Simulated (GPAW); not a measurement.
# A Ag chain with one Pd atom in line: transmission at several levels, part 2 of 2

Wanted: the zero-bias transmission of a Ag chain with one Pd atom in line on a ladder of levels, with run times.

GPAW 26.7.0; GPAW LCAO, PAW setups; Landauer transmission from Green's functions with principal layers (ASE), zero bias.

So far, transmission at the Fermi level (one spin): step 2 (GPAW, dzp, PBE, GPAW) 0.446; step 3 (basis szp(dzp), PBE, GPAW) 0.404; step 4 (basis sz(dzp), PBE, GPAW) 0.444; step 5 (LDA) 0.472.

### Step 8. Basis sz(dzp), temperature 30, broadening 0.001

A smaller basis is cheaper in every inversion. Temperature enters only through the Fermi window. The broadening keeps the Green's functions finite; too large a value absorbs electrons where channels are open and leaks them where none are.

This step: GPAW LCAO, PAW setups; Landauer transmission from Green's functions with principal layers (ASE), zero bias (GPAW 26.7.0).

Contents of run.py:

```python
import json
import numpy as np
from ase import Atoms
from ase.transport.calculators import TransportCalculator
from gpaw import GPAW, FermiDirac
from gpaw.lcao.tools import get_lcao_hamiltonian
from scipy.linalg import eigh

# The junction with lead layers at both ends, along the third cell vector
device = Atoms(
    ['Ag', 'Ag', 'Ag', 'Ag', 'Ag', 'Ag', 'Pd', 'Ag', 'Ag', 'Ag', 'Ag', 'Ag', 'Ag'],
    positions=[
        [4.50000, 4.50000, 1.33000],
        [4.50000, 4.50000, 3.99000],
        [4.50000, 4.50000, 6.65000],
        [4.50000, 4.50000, 9.31000],
        [4.50000, 4.50000, 11.97000],
        [4.50000, 4.50000, 14.63000],
        [4.50000, 4.50000, 17.18570],
        [4.50000, 4.50000, 19.74140],
        [4.50000, 4.50000, 22.40140],
        [4.50000, 4.50000, 25.06140],
        [4.50000, 4.50000, 27.72140],
        [4.50000, 4.50000, 30.38140],
        [4.50000, 4.50000, 33.04140]],
    cell=[[9.0, 0.0, 0.0], [0.0, 9.0, 0.0], [0.0, 0.0, 34.3714]],
    pbc=True)

# One principal layer of the lead: the first 4 atoms of the device
lead = Atoms(
    ['Ag', 'Ag', 'Ag', 'Ag'],
    positions=[
        [4.50000, 4.50000, 1.33000],
        [4.50000, 4.50000, 3.99000],
        [4.50000, 4.50000, 6.65000],
        [4.50000, 4.50000, 9.31000]],
    cell=[[9.0, 0.0, 0.0], [0.0, 9.0, 0.0], [0.0, 0.0, 10.64]],
    pbc=True)

settings = dict(mode='lcao', basis='sz(dzp)', xc='PBE', h=0.2,
                occupations=FermiDirac(0.1), maxiter=250,
                mixer=dict(beta=0.1, nmaxold=8, weight=100.0),
                convergence=dict(density=0.0001))
energies = np.arange(-2, 2 + 1e-9, 0.05)
eta = 0.001
n1, n2 = 1, 1
# k and -k transmit alike, so half of the mesh across the current serves
mesh = [(i, j) for i in range(n1) for j in range(n2) if (i, j) <= (-i % n1, -j % n2)]
weights = np.array([1 if (i, j) == (-i % n1, -j % n2) else 2 for i, j in mesh]) / (n1 * n2)

# [... helper functions left out ...]
fermi_lead = ground_state(lead, (1, 1, 11), 'lead.txt')
fermi_device = ground_state(device, (1, 1, 3), 'device.txt')
# [... loop over the mesh left out, but for ...]
        # Shift the lead onto the potential of the device's first layer
        shift = ((H[:, 0, 0] - H0[:, 0, 0]) / S0[0, 0]).real.mean()
# [...]
kT = 8.617333e-5 * 30
bias = [0.1, 0.2, 0.5, 1.0, 1.5, 2.0]
# [... integrals and printing left out ...]
```

Launch:

```sh
> OMP_NUM_THREADS=1 OPENBLAS_NUM_THREADS=1 python run.py
```

Log:

```text
basis functions: device 156, principal layer 48
Fermi level: lead -3.7330 eV, device -3.7701 eV; lead shifted by -0.0011 eV
largest coupling past the next layer 3.59e-05 eV, largest misfit of the first layer 0.021 eV
  E-E_F (eV)   T (one spin)  channels
    -2.000    1.2976e+00    3.0000
    -1.950    1.2587e+00    3.0000
    -1.900    1.2078e+00    3.0000
    -1.850    1.1460e+00    3.0000
    -1.800    1.0724e+00    3.0000
    -1.750    9.8256e-01    3.0000
    -1.700    8.6578e-01    3.0000
    -1.650    7.0620e-01    3.0000
    -1.600    4.9717e-01    3.0000
    -1.550    3.2174e-01    1.0000
    -1.500    2.3535e-01    1.0000
    -1.450    1.1911e-01    1.0000
    -1.400    2.2039e-05    0.0000
    -1.350    7.1695e-09    0.0000
    -1.300    2.2586e-09    0.0000
    -1.250    2.1476e-09    0.0000
[...]
1.650    9.7805e-01    1.0000
     1.700    9.7904e-01    1.0000
     1.750    9.8000e-01    1.0000
     1.800    9.8077e-01    1.0000
     1.850    9.8195e-01    1.0000
     1.900    9.8287e-01    1.0000
     1.950    9.8378e-01    1.0000
     2.000    9.8468e-01    1.0000
conductance at 30 K: 0.4348 G0 a cell; thermopower -3.436 uV/K
current from the zero-bias T(E) at 0.1 V: 3.3313 uA
current from the zero-bias T(E) at 0.2 V: 6.5436 uA
current from the zero-bias T(E) at 0.5 V: 15.261 uA
current from the zero-bias T(E) at 1.0 V: 33.31 uA
current from the zero-bias T(E) at 1.5 V: 60.761 uA
current from the zero-bias T(E) at 2.0 V: 93.236 uA
```

It took 84 s on 1 thread of Arm Neoverse N1, shared host; peak memory 1.2 GiB.

This step gave:

```yaml
conductance: 0.4348 G₀
thermopower: -3.436 μV/K
largest_coupling_past_the_next_principal_layer: 3.59e-5 eV
largest_misfit_of_the_first_principal_layer: 0.02064 eV
shift_that_aligns_the_lead: -0.001069 eV
basis_functions_of_the_junction: 156
basis_functions_of_a_principal_layer: 48
transmission_at_the_fermi_level_one_spin: 0.4361
```

One spin. The transmission, zone mean by energy, zero at the Fermi level:

```csv
energy (eV),"transmission, zone mean"
-2.00,1.30
-1.85,1.15
-1.70,0.866
-1.60,0.497
-1.45,0.119
-1.30,2.3e-9
-1.15,6.9e-10
-1.05,8.5e-4
-0.90,0.922
-0.75,0.735
-0.60,0.486
-0.50,0.321
-0.35,0.0764
-0.20,0.0285
-0.05,0.329
0.00,0.436
0.05,0.527
0.20,0.705
0.35,0.799
0.50,0.858
0.60,0.887
0.75,0.919
0.90,0.941
1.05,0.956
1.15,0.962
1.30,0.969
1.45,0.974
1.60,0.977
1.70,0.979
1.85,0.982
2.00,0.985
```

Crossings of the lead's bands, unfolded to its shortest repeat. Open channels, zone mean against energy, zero at the Fermi level:

```csv
energy (eV),"open channels, zone mean"
-2.00,3
-1.85,3
-1.70,3
-1.60,3
-1.45,1
-1.30,0
-1.15,0
-1.05,1
-0.90,1
-0.75,1
-0.60,1
-0.50,1
-0.35,1
-0.20,1
-0.05,1
0.00,1
0.05,1
0.20,1
0.35,1
0.50,1
0.60,1
0.75,1
0.90,1
1.05,1
1.15,1
1.30,1
1.45,1
1.60,1
1.70,1
1.85,1
2.00,1
```

Not self-consistent under bias; the bias window is split evenly. Current through one cell, from the zero-bias transmission against bias:

```csv
bias (V),"current through one cell, from the zero-bias transmission (μA)"
0.100,3.33
0.200,6.54
0.500,15.3
1.000,33.3
1.500,60.8
2.000,93.2
```

The transmission of the three most open eigenchannels by energy, zero at the Fermi level:

```csv
energy (eV),channel 1,channel 2,channel 3
-2.000,0.626,0.336,0.336
-1.800,0.542,0.265,0.265
-1.600,0.385,0.0561,0.0561
-1.400,2.2e-5,2.2e-9,4.2e-12
-1.200,1.9e-9,5.8e-12,0
-1.000,0.175,1.8e-10,0
-0.800,0.830,9.0e-10,0
-0.600,0.486,1.1e-9,0
-0.400,0.152,1.1e-9,0
-0.200,0.0285,1.4e-9,0
0.000,0.436,1.2e-9,0
0.200,0.705,1.2e-9,0
0.400,0.822,1.2e-9,0
0.600,0.887,1.1e-9,0
0.800,0.927,1.1e-9,0
1.000,0.951,1.0e-9,0
1.200,0.965,9.4e-10,0
1.400,0.972,8.8e-10,0
1.600,0.977,8.2e-10,0
1.800,0.981,7.5e-10,0
2.000,0.985,6.9e-10,0
```

With these changes, and at 30 K in place of 77 K, the conductance is 0.435 G₀ against 0.443 in the dzp run; T at the Fermi level, which temperature doesn't enter, is 0.436 against 0.446.

### Step 9. A second varied run

A last run, with other settings again.

run.py, as its differences from that of step 8:

```diff
@@ -39,4 +39,4 @@
 
-settings = dict(mode='lcao', basis='sz(dzp)', xc='PBE', h=0.2,
-                occupations=FermiDirac(0.1), maxiter=250,
+settings = dict(mode='lcao', basis='dzp', xc='PBE', h=0.5,
+                occupations=FermiDirac(0.1), maxiter=75,
                 mixer=dict(beta=0.1, nmaxold=8, weight=100.0),
@@ -44,3 +44,3 @@
 energies = np.arange(-2, 2 + 1e-9, 0.05)
-eta = 0.001
+eta = 0.0001
 n1, n2 = 1, 1
@@ -57,3 +57,3 @@
 # [...]
-kT = 8.617333e-5 * 30
+kT = 8.617333e-5 * 77
 bias = [0.1, 0.2, 0.5, 1.0, 1.5, 2.0]
```

Log:

```text
basis functions: device 351, principal layer 108
Fermi level: lead -3.9338 eV, device -3.9370 eV; lead shifted by -0.0036 eV
largest coupling past the next layer 3.56e-05 eV, largest misfit of the first layer 0.581 eV
  E-E_F (eV)   T (one spin)  channels
    -2.000    1.4189e+00    3.0000
    -1.950    1.6242e+00    3.0000
    -1.900    1.7458e+00    3.0000
    -1.850    1.4721e+00    3.0000
    -1.800    9.2211e-01    3.0000
    -1.750    5.4713e-01    3.0000
    -1.700    3.6267e-01    1.0000
    -1.650    3.0053e-01    1.0000
    -1.600    3.1074e-01    1.0000
    -1.550    4.0978e-01    1.0000
    -1.500    5.0467e-01    1.0000
    -1.450    1.9095e-01    1.0000
    -1.400    1.7203e-02    1.0000
    -1.350    1.6002e-03    1.0000
    -1.300    1.9388e-04    1.0000
    -1.250    2.7193e-05    1.0000
[...]
1.650    9.8370e-01    1.0000
     1.700    9.8567e-01    1.0000
     1.750    9.8756e-01    1.0000
     1.800    9.8936e-01    1.0000
     1.850    9.9100e-01    1.0000
     1.900    9.9250e-01    1.0000
     1.950    9.9384e-01    1.0000
     2.000    9.9500e-01    1.0000
conductance at 77 K: 0.45512 G0 a cell; thermopower -10.72 uV/K
current from the zero-bias T(E) at 0.1 V: 3.4784 uA
current from the zero-bias T(E) at 0.2 V: 6.7555 uA
current from the zero-bias T(E) at 0.5 V: 15.765 uA
current from the zero-bias T(E) at 1.0 V: 38.613 uA
current from the zero-bias T(E) at 1.5 V: 69.816 uA
current from the zero-bias T(E) at 2.0 V: 105.07 uA
```

Wall time 67 s (1 thread); peak memory 0.44 GiB.

The run finished. A setting was moved off its sound value on purpose, so it serves as a test and not as the result.

The fault put into the input: a grid far too coarse (h = 0.5).

The two runs compared:

```csv
quantity,this run,sound run,difference
conductance (G₀),0.45512,0.44281,0.0123
thermopower (μV/K),-10.723,-9.1600,-1.56
largest coupling past the next principal layer (eV),3.562e-5,3.555e-5,6.6e-8
largest misfit of the first principal layer (eV),0.58114,0.030030,0.551
shift that aligns the lead (eV),-0.0036069,0.0016389,-0.00525
transmission at the Fermi level (one spin),0.46021,0.44627,0.0139
```

The two runs differ clearly in the largest misfit of the first principal layer: 0.581 eV against 0.0300 eV.

### Step 10. Outcome

```json
{"conductance": "0.443 G₀", "transmission at the Fermi level, mean of the spins": "0.446", "thermopower": "-9.16 μV/K", "open channels of the lead there": "1"}
```

In words: In the dzp basis the junction conducts 0.443 G₀ at 77 K, with T = 0.446 a spin at the Fermi level; the sz basis reaches that conductance within 10 %. The scatterer reflects about 55 % of the incoming channels at the Fermi level. At the Fermi level one eigenchannel carries the current (0.45). The negative thermopower says that the thermally weighted transmission is larger above the Fermi level, as for electron-like transport. Measured against the first run (dzp), the nearest curve is that of szp (r.m.s. 0.079) and the farthest that of sz (0.23). Over the compared runs wall time goes from 84 s (sz) to 172 s (dzp), on a shared host. The geometry was built from estimated bond lengths and not relaxed, so the numbers describe this model structure. The run had no spin polarisation, so a magnetic state, which chains and small molecules with open shells often have, wasn't tested. An evenly spaced straight chain is an idealisation: free chains tend to dimerise, zigzag or, where a band edge lies near the Fermi level, turn magnetic. The currents use the zero-bias T(E) throughout, which holds only while the bias is small against the distance to the nearest feature. The energy step is wider than the thermal energy, so the conductance and thermopower rest on interpolation of T(E).

[Logs are printed without paths, hosts, clocks, repeated set-up lines and the standing remarks that a program may print on its own settings, such as how far it seeks lower states.]

[Hosts, paths, dates, database ids (printed as entryN), source tags and the programs' standing remarks are cut or masked in the printed files.]
